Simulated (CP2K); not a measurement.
Consider bicarbonate monohydrate at its PBE geometry (Å).

```xyz
8

O     1.3083   -1.7194   -0.3522
C     0.3904   -0.6368   -0.1156
O     0.9415    0.5024   -0.0757
O    -0.8074   -0.9817    0.0129
O    -1.6286    1.6781    0.3806
H     2.1560   -1.2395   -0.3966
H    -1.7079    0.6950    0.2944
H    -0.6523    1.7019    0.2523
```

Method: CP2K XAS_TDP, all-electron GAPW, PBEh(45%), aug-cc-pVDZ, TDA, GW2X-corrected core level, no relativity.

Predict the bright core excitations at the C K edge.

Leading lines: C2 291.96 eV. The leading line of an atom is its first one with 35 % of the strongest within 2.5 eV of its lowest line over the strength cut. Core ionisation energies at this level: C2 291.96 eV.

The first six lines of each atom with a strength over 0.0015:

| atom | energy (eV) | states | strength, one atom | above the computed threshold |
| --- | --- | --- | --- | --- |
| C2 (bonded to 3 O) | 291.96 | 1 | 0.0830 |  |
|  | 295.69 | 1 | 0.0021 | yes |
|  | 296.47 | 1 | 0.0299 | yes |
|  | 297.00 | 1 | 0.0124 | yes |
|  | 297.75 | 1 | 0.0018 | yes |
|  | 299.07 | 1 | 0.0045 | yes |

Lines are vertical, at one geometry, with no vibrational structure. GW2X ionisation energies and lines can be off by 1 to 2 eV either way, and a good line position may hide errors that cancel. These values hold no scalar relativity, about 0.1 eV for C 1s. Rydberg lines, and the discretised continuum above threshold, depend on the basis and the box. This is one low-energy arrangement of the cluster, relaxed without a dispersion correction; others exist. The ion (charge -1) is isolated, with no counter-ion or solvent. In an isolated anion many lines lie above the ionisation threshold and are held only by the finite basis.

[Banner, clock and machine lines of the logs are left out without a mark of their own.]

[Logs are printed without paths, hosts, clocks, repeated set-up lines and the standing remarks that a program may print on its own settings, such as how far it seeks lower states.]

[Hosts, paths, dates, database ids (printed as entryN), source tags and the programs' standing remarks are cut or masked in the printed files.]
